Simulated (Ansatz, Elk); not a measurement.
# How far do independent atoms describe Li2ScBr4?

The structure of Li2ScBr4 used here is made up (a known structure type with other elements) and was relaxed beforehand with PBE. The aim is the Fourier transform of its all-electron density, F(hkl), set beside the sum over free spherical atoms that refinements use.

Calculated with Elk 11.2.3 (patched build); DFT, PBE, all-electron APW+lo, Dirac cores, scalar-relativistic bands, static density, no spin.

The structure was built from a prototype and need not be the compound's stable phase.

### Step 1. The structure

Symmetry: R-3m, No. 166, trigonal system. Conventional cell: a = 4.043 Å, b = 4.043 Å, c = 43.891 Å, α = 90.00°, β = 90.00°, γ = 120.00°. Nearest to Br lie 4 Li at 2.42 to 2.63 Å. Nearest to Br lie 3 Sc at 2.80 Å. Nearest to Sc lie 6 Br at 2.80 Å. Nearest to Li lie 4 Br at 2.42 to 2.63 Å. Farther neighbours and most contacts between anions are not listed.

### Step 2. Ground state and structure factors

An all-electron density is needed, since X-rays see the cores too. Task 0 finds the density and task 195 Fourier-transforms it; tshift is off so that phases refer to the origin typed.

File elk.in:

```
tasks
  0
  195

xctype
  20

spinpol
  .false.

rgkmax
  7.0

gmaxvr
  14.0

lmaxo
  7

lmaxapw
  8

swidth
  0.002

tshift
  .false.

ramdisk
  .false.

hmaxvr
  5.5

maxscl
  120

epspot
  1e-06

sppath
  './'

avec
  3.81969257749 2.20530053824 27.64713431906
  -3.81969257749 2.20530053824 27.64713431906
  0.00000000000 -4.41060107526 27.64713431916

atoms
  3
  'Br.in'
  4
  0.8706581055 0.8706581055 0.8706581055   0.000000 0.000000 0.000000
  0.3686808709 0.3686808709 0.3686808709   0.000000 0.000000 0.000000
  0.6313191291 0.6313191291 0.6313191291   0.000000 0.000000 0.000000
  0.1293418945 0.1293418945 0.1293418945   0.000000 0.000000 0.000000
  'Sc.in'
  1
  0.0000000000 0.0000000000 0.0000000000   0.000000 0.000000 0.000000
  'Li.in'
  2
  0.8107169855 0.8107169855 0.8107169855   0.000000 0.000000 0.000000
  0.1892830145 0.1892830145 0.1892830145   0.000000 0.000000 0.000000

ngridk
  7 7 7
```

The run is started by

```bash
$ OMP_NUM_THREADS=4 elk
```

Numbers of over 12 decimals in the logs are rounded to 6 here.

Output:

```text
┌─────────────────────────┐
│ Elk code version 11.2.3 │
└─────────────────────────┘

All units are atomic (Hartree, Bohr, etc.)

┌─────────────────────────────────────────────────┐
│ Ground-state run starting from atomic densities │
└─────────────────────────────────────────────────┘

Lattice vectors :
   3.819692577       2.205300538       27.64713432
  -3.819692577       2.205300538       27.64713432
   0.000000000      -4.410601075       27.64713432

Reciprocal lattice vectors :
  0.8224726440      0.4748548024      0.7575450960E-01
 -0.8224726440      0.4748548024      0.7575450960E-01
  0.3996606143E-17 -0.9497096049      0.7575450962E-01

Unit cell volume      :    1397.325443
Brillouin zone volume :   0.1775178536

Muffin-tin inner radius fraction :   0.1000000000E-01

Nuclei treated as point charges

Species : 1 (Br)
 parameters loaded from : Br.in
 name : bromine
 nuclear charge    :   -35.00000000
 electronic charge :    35.00000000
 atomic mass :    145656.0816
 muffin-tin radius :    2.400000000
 number of radial points in muffin-tin :    993
 inner part over the whole radius :   0.9934012010E-02
 number on inner part of muffin-tin    :    703
 approximate nuclear radius :   0.7858070945E-04
 number of mesh points to nuclear radius :    344
 atomic positions (lattice), magnetic fields (Cartesian) :
  1 :  -0.12934189 -0.12934189 -0.12934189    0.00000000  0.00000000  0.00000000
  2 :   0.36868087  0.36868087  0.36868087    0.00000000  0.00000000  0.00000000
  3 :  -0.36868087 -0.36868087 -0.36868087    0.00000000  0.00000000  0.00000000
  4 :   0.12934189  0.12934189  0.12934189    0.00000000  0.00000000  0.00000000

Species : 2 (Sc)
 parameters loaded from : Sc.in
 name : scandium
 nuclear charge    :   -21.00000000
 electronic charge :    21.00000000
 atomic mass :    81949.61073
 muffin-tin radius :    2.400000000
 number of radial points in muffin-tin :    993
 inner part over the whole radius :   0.9898716403E-02
 number on inner part of muffin-tin    :    698
 approximate nuclear radius :   0.6711386133E-04
 number of mesh points to nuclear radius :    323
 atomic positions (lattice), magnetic fields (Cartesian) :
  1 :   0.00000000  0.00000000  0.00000000    0.00000000  0.00000000  0.00000000

Species : 3 (Li)
 parameters loaded from : Li.in
 name : lithium
 nuclear charge    :   -3.000000000
 electronic charge :    3.000000000
 atomic mass :    12652.66898
 muffin-tin radius :    1.800000000
 number of radial points in muffin-tin :    593
 inner part over the whole radius :   0.9806707936E-02
 number on inner part of muffin-tin    :    401
 approximate nuclear radius :   0.4000070961E-04
 number of mesh points to nuclear radius :    148
 atomic positions (lattice), magnetic fields (Cartesian) :
  1 :  -0.18928301 -0.18928301 -0.18928301    0.00000000  0.00000000  0.00000000
  2 :   0.18928301  0.18928301  0.18928301    0.00000000  0.00000000  0.00000000

Total number of atoms per unit cell :    7
Total muffin-tin volume :    338.3872279
 ratio of muffin-tin to unit cell volume :   0.2421677996

Spin treatment :
 spin-unpolarised

Number of Bravais lattice symmetries :   12
Number of crystal symmetries         :   12
Crystal has inversion symmetry
Real symmetric eigensolver will be used

k-point grid :      7     7     7
k-point offset :    0.000000000       0.000000000       0.000000000
k-point set is reduced with full crystal symmetry group
Total number of k-points :       44

Muffin-tin radius times maximum |G+k| :    7.000000000
 using average radius
Maximum |G+k| for APW functions       :    3.141025641
Maximum (1/2)|G+k|²                   :    4.933021039
Maximum |G| for potential and density :    14.00000000
Constant for pseudocharge density :    8
 order of it for each species :   15  15  15
 order of it for pair densities of each species (exact exchange by exxq0 0: 16) :   11  11   5
Radial integration step length :    1

G-vector grid sizes :    125   125   125
Number of G-vectors :    64605

[...]
from k-point 8 to k-point 27
Estimated direct band gap   :   0.3404828714E-01
 at k-point 28

Charges :
 core                        :    82.00000000
 valence                     :    85.00000000
 interstitial                :    9.496521335
 muffin-tins (core leakage)
  species : 1 (Br)
   atom 1                    :    33.57090318     (  0.2293634515E-04)
[...]
species : 2 (Sc)
[...]
species : 3 (Li)
   atom 1                    :    2.166928801     (   0.000000000    )
   atom 2                    :    2.166928801     (   0.000000000    )
 total in muffin-tins        :    157.5034787
 total calculated charge     :    167.0002095
 total charge                :    167.0000000
 error                       :   0.2094530237E-03

RMS change in Kohn-Sham potential (target) :    5.052509257     (  0.1000000000E-05)
Absolute change in total energy (target)   :    5.466404462     (  0.1000000000E-03)

[... loops 3 to 14 left out ...]

┌──────────────────┐
│ Loop number : 15 │
└──────────────────┘

Energies :
 Fermi                       :     0.119878
 sum of occupied eigenvalues :     -6525.2582994028
 electron kinetic            :      11476.376966338
 core electron kinetic       :      10458.157808373
 Coulomb                     :     -22270.485006036
 Coulomb potential           :     -17465.500801005
 nuclear-nuclear             :     -1050.7681491414
 electron-nuclear            :     -24989.562544728
 Hartree                     :      3769.8456878338
 Madelung                    :     -13537.734605533
 xc potential                :     -536.13446473502
 exchange                    :     -404.23795981493
 correlation                 :     -7.896658
 electron entropic           :    -0.13957983333571E-02
 total energy                :     -11206.244053613

Density of states at Fermi energy :    112.5497106
 (states/Hartree/unit cell)

Estimated indirect band gap :   0.3316766458E-02
 from k-point 8 to k-point 27
Estimated direct band gap   :   0.3199188366E-01
 at k-point 42

Charges :
 core                        :    82.00000000
 valence                     :    85.00000000
 interstitial                :    9.403601066
 muffin-tins (core leakage)
  species : 1 (Br)
[...]
species : 2 (Sc)
[...]
species : 3 (Li)
   atom 1                    :    2.157340916     (   0.000000000    )
   atom 2                    :    2.157340916     (   0.000000000    )
 total in muffin-tins        :    157.5963989
 total calculated charge     :    167.0001912
 total charge                :    167.0000000
 error                       :   0.1912290547E-03

RMS change in Kohn-Sham potential (target) :   0.8228306918E-06 (  0.1000000000E-05)
Absolute change in total energy (target)   :   0.6618405860E-04 (  0.1000000000E-03)

Convergence targets achieved

┌──────────────────┐
│ Loop number : 16 │
└──────────────────┘

Energies :
 Fermi                       :     0.119878
 sum of occupied eigenvalues :     -6525.2582985977
 electron kinetic            :      11476.376968143
 core electron kinetic       :      10458.157808979
 Coulomb                     :     -22270.485007398
 Coulomb potential           :     -17465.500803302
 nuclear-nuclear             :     -1050.7681491414
 electron-nuclear            :     -24989.562545064
 Hartree                     :      3769.8456868080
 Madelung                    :     -13537.734605747
 xc potential                :     -536.13446343958
 exchange                    :     -404.23795981739
 correlation                 :     -7.896658
 electron entropic           :    -0.13957978736052E-02
 total energy                :     -11206.244053169

Density of states at Fermi energy :    112.5496710
 (states/Hartree/unit cell)

Estimated indirect band gap :   0.3316767477E-02
 from k-point 8 to k-point 27
Estimated direct band gap   :   0.3199189577E-01
 at k-point 42

Charges :
 core                        :    82.00000000
 valence                     :    85.00000000
 interstitial                :    9.403601069
 muffin-tins (core leakage)
  species : 1 (Br)
[...]
atom 3                    :    33.52652885     (  0.2285155090E-04)
   atom 4                    :    33.57877793     (  0.2301954243E-04)
  species : 2 (Sc)
   atom 1                    :    19.07110352     ( -0.2163328929E-06)
  species : 3 (Li)
   atom 1                    :    2.157340921     (   0.000000000    )
   atom 2                    :    2.157340921     (   0.000000000    )
 total in muffin-tins        :    157.5963989
 total calculated charge     :    167.0001912
 total charge                :    167.0000000
 error                       :   0.1912290902E-03

┌──────────────────────────────┐
│ Self-consistent loop stopped │
└──────────────────────────────┘

Wrote STATE.OUT
```

The job ended after 2.3 min (4 threads of Intel Xeon 6975P-C (Granite Rapids), shared host; peak memory 0.9 GiB).

SFACRHO.OUT:

```text

h k l indices transformed by vhmat matrix:
   1.000000000       0.000000000       0.000000000    
   0.000000000       1.000000000       0.000000000    
   0.000000000       0.000000000       1.000000000    

      h      k      l  multipl.   |H|            Re(F)            Im(F)           |F|

      0      0      0      1   0.0000000       167.00000      0.64663199E-15   167.00000    
     -1     -1     -1      2  0.22726353       16.981026      0.51509432E-14   16.981026    
     -2     -2     -2      2  0.45452706       50.035247      0.15149833E-14   50.035247    
     -3     -3     -3      2  0.68179059       23.542589      0.24239733E-14   23.542589    
     -4     -4     -4      2  0.90905412      -96.648108     -0.30299666E-15   96.648108    
      0      0      1      6  0.95272613       19.059009      0.27269699E-14   19.059009    
      1      1      0      6  0.96171894       5.7739752     -0.60599331E-15   5.7739752    
     -1     -2     -1      6  0.99687926      -102.97438      0.12119866E-14   102.97438    
     -2     -1     -2      6   1.0224563       17.175494     -0.30299666E-14   17.175494    
      2      2      3      6   1.0877256       11.924101     -0.30299666E-15   11.924101    
      2      3      3      6   1.1266002       124.98144     -0.85785928E-14   124.98144    
     -5     -5     -5      2   1.1363176       15.082960     -0.69689231E-14   15.082960    
     -4     -3     -3      6   1.2148345      -19.255574     -0.11816870E-13   19.255574    
      4      4      3      6   1.2634621       21.621174      0.30299666E-14   21.621174    
     -6     -6     -6      2   1.3635812      -50.407568      0.57569365E-14   50.407568    
      5      4      4      6   1.3681361       3.1952936     -0.88626522E-14   3.1952936    
     -5     -4     -5      6   1.4236371       61.721360      0.34844615E-14   61.721360    
     -5     -6     -5      6   1.5398270       107.73964     -0.15074084E-13   107.73964
```

Elk indexes on the primitive cell of elk.in and gives |H| = 4π sin θ/λ in inverse bohr. Below, one row stands for each form hkl of the conventional cell (m members, Friedel mates merged), F is for one primitive cell and the density is static (no thermal factor). Free-atom factors are Waasmaier and Kirfel's, and R is Σm||F|−|F'||/Σm|F|.

```tsv
hkl	m	sin θ/λ (Å⁻¹)	abs F, DFT	neutral atoms	diff.
003	2	0.034	16.981	17.012	-0.031
006	2	0.068	50.035	49.735	+0.300
009	2	0.102	23.543	23.398	+0.144
0 0 12	2	0.137	96.648	96.290	+0.358
101	6	0.143	19.059	18.854	+0.205
012	6	0.145	5.774	5.906	-0.132
104	6	0.150	102.974	102.454	+0.520
015	6	0.154	17.175	17.062	+0.113
107	6	0.164	11.924	11.863	+0.061
018	6	0.169	124.981	124.729	+0.252
0 0 15	2	0.171	15.083	14.916	+0.167
1 0 10	6	0.183	19.256	19.003	+0.252
0 1 11	6	0.190	21.621	21.621	+0.000
0 0 18	2	0.205	50.408	49.920	+0.488
```

### Step 3. The highest occupied states alone

An energy window below the Fermi level keeps the highest occupied states, to see at which angles they scatter; shallow core shells can lie inside it and anion s states outside. No new self-consistency is needed.

elk.in: that of step 2 with these lines changed.

```diff
@@ -1,3 +1,2 @@
 tasks
-  0
   195
@@ -40,2 +39,5 @@
 
+wsfac
+  -0.431360 0.419880
+
 sppath
```

The run is started by

```bash
$ OMP_NUM_THREADS=4 elk
```

Output:

```text
┌─────────────────────────────────┐
│ Elk code version 11.2.3 started │
└─────────────────────────────────┘

Info(readinput): the functional depends on the density's gradient
 muffin-tin radial points multiplied by    2.00000
 (not where nrmtscf is given)

┌────────────────────┐
│ Current task : 195 │
└────────────────────┘

Info(sfacrho): density structure factors written to SFACRHO.OUT

 Energy window :  -0.4313600000      0.4198800000

┌──────────────────┐
│ Elk code stopped │
└──────────────────┘
```

Wall time 17 s (4 threads); peak memory 0.56 GiB; 20 s of CPU time.

States within 15 eV below the Fermi level hold 25.00 electrons; any levels below the window count with the cores. Their amplitudes can exceed the total, where window and core parts have opposite phase:

```tsv
hkl	sin θ/λ (Å⁻¹)	abs F, window	abs F, all
003	0.034	1.303	16.981
006	0.068	6.036	50.035
009	0.102	1.844	23.543
0 0 12	0.137	8.969	96.648
101	0.143	0.966	19.059
012	0.145	0.107	5.774
104	0.150	8.510	102.974
015	0.154	0.560	17.175
107	0.164	0.404	11.924
018	0.169	7.366	124.981
```

### Step 4. Another functional

The difference from free atoms is small, so it is set against the change that LDA (Perdew-Wang) makes.

elk.in: that of step 3 with these lines changed.

```diff
@@ -1,2 +1,3 @@
 tasks
+  0
   195
@@ -4,3 +5,3 @@
 xctype
-  20
+  3
 
@@ -39,5 +40,2 @@
 
-wsfac
-  -0.431360 0.419880
-
 sppath
```

The run is started by

```bash
$ OMP_NUM_THREADS=4 elk
```

Output:

```text
┌─────────────────────────┐
│ Elk code version 11.2.3 │
└─────────────────────────┘

All units are atomic (Hartree, Bohr, etc.)

┌─────────────────────────────────────────────────┐
│ Ground-state run starting from atomic densities │
└─────────────────────────────────────────────────┘

Lattice vectors :
   3.819692577       2.205300538       27.64713432
  -3.819692577       2.205300538       27.64713432
   0.000000000      -4.410601075       27.64713432

Reciprocal lattice vectors :
  0.8224726440      0.4748548024      0.7575450960E-01
[...]
atom 4                    :    33.55834870     (  0.1721285901E-04)
  species : 2 (Sc)
   atom 1                    :    19.08268537     ( -0.3512609254E-05)
  species : 3 (Li)
   atom 1                    :    2.161332194     (   0.000000000    )
   atom 2                    :    2.161332194     (   0.000000000    )
 total in muffin-tins        :    157.5353527
 total calculated charge     :    167.0002221
 total charge                :    167.0000000
 error                       :   0.2221109093E-03

┌──────────────────────────────┐
│ Self-consistent loop stopped │
└──────────────────────────────┘

Wrote STATE.OUT
[key lines of the parts left out:]
total energy                :     -11191.181580497
```

Run time: 1.7 min. Hardware: 4 threads; peak memory 0.75 GiB; 4.3 min of CPU time.

Against the first run R = 0.08 %; the largest change is -0.087 at 2 1 34.

### Step 5. Basis size

The basis and the expansions that go with it are enlarged, to see whether the differences are converged.

elk.in: that of step 4 with these lines changed.

```diff
@@ -5,3 +5,3 @@
 xctype
-  3
+  20
 
@@ -11,12 +11,12 @@
 rgkmax
-  7.0
+  8.5
 
 gmaxvr
-  14.0
+  18.0
 
 lmaxo
-  7
+  9
 
 lmaxapw
-  8
+  10
```

The run is started by

```bash
$ OMP_NUM_THREADS=4 elk
```

Output:

```text
┌─────────────────────────┐
│ Elk code version 11.2.3 │
└─────────────────────────┘

All units are atomic (Hartree, Bohr, etc.)

┌─────────────────────────────────────────────────┐
│ Ground-state run starting from atomic densities │
└─────────────────────────────────────────────────┘

Lattice vectors :
   3.819692577       2.205300538       27.64713432
  -3.819692577       2.205300538       27.64713432
   0.000000000      -4.410601075       27.64713432

Reciprocal lattice vectors :
  0.8224726440      0.4748548024      0.7575450960E-01
[...]
atom 4                    :    33.58012063     (  0.2302432647E-04)
  species : 2 (Sc)
   atom 1                    :    19.07439191     ( -0.2163330119E-06)
  species : 3 (Li)
   atom 1                    :    2.157740511     (   0.000000000    )
   atom 2                    :    2.157740511     (   0.000000000    )
 total in muffin-tins        :    157.6065542
 total calculated charge     :    166.9998910
 total charge                :    167.0000000
 error                       :   0.1089907785E-03

┌──────────────────────────────┐
│ Self-consistent loop stopped │
└──────────────────────────────┘

Wrote STATE.OUT
[key lines of the parts left out:]
total energy                :     -11206.249483141
```

Run time: 7.4 min. Hardware: 4 threads; peak memory 1.6 GiB; 18 min of CPU time.

Against the first run R = 0.00 %; the largest change is -0.007 at 220.

### Step 6. Settings against the effect

```tsv
run	R against the first run (%)	R against neutral atoms, low angle (%)	wall time
PBE, rgkmax 7	0.00	0.36	2.3 min
LDA (Perdew-Wang)	0.08	0.34	1.7 min
rgkmax 8.5 with larger expansions	0.00	0.35	7.4 min
```

### Step 7. What came out

| Item | Value |
| --- | --- |
| R against neutral atoms, sin θ/λ < 0.3 Å⁻¹ | 0.36 % |
| R against neutral atoms, 0.3 to 0.55 Å⁻¹ | 0.24 % |

In words: Independent neutral atoms miss the calculated amplitudes by R = 0.36 % below 0.3 Å⁻¹ and 0.24 % from there to 0.55 Å⁻¹; by shells, 0.60 % below 0.15 Å⁻¹ (7 forms), 0.32 % 0.15 to 0.3 (28 forms), 0.29 % 0.3 to 0.45 (57 forms), 0.19 % above 0.45 (57 forms). Bonding, aspherical density and the tables' own atoms all enter these figures, and the runs don't part them. The largest change of an amplitude is +0.52 electrons, at 104. The window's part falls from 25.0 electrons at the origin to at most 0.39 between 0.45 and 0.55 Å⁻¹. Below 0.3 Å⁻¹ the changes that finished (LDA (Perdew-Wang) and rgkmax 8.5 with larger expansions) move F by R = 0.04 % at most, against the 0.36 % that separates it from free atoms. The k-mesh has no finished test. The electron count is odd, so without spin the run is a metal by force. Part of the difference isn't bonding: the tables are fits to free atoms and ions calculated by other methods than this functional. Thermal motion, anomalous dispersion and extinction are left out.

[Logs are printed without paths, hosts, clocks, repeated set-up lines and the standing remarks that a program may print on its own settings, such as how far it seeks lower states.]

[Hosts, paths, dates, database ids (printed as entryN), source tags and the programs' standing remarks are cut or masked in the printed files.]
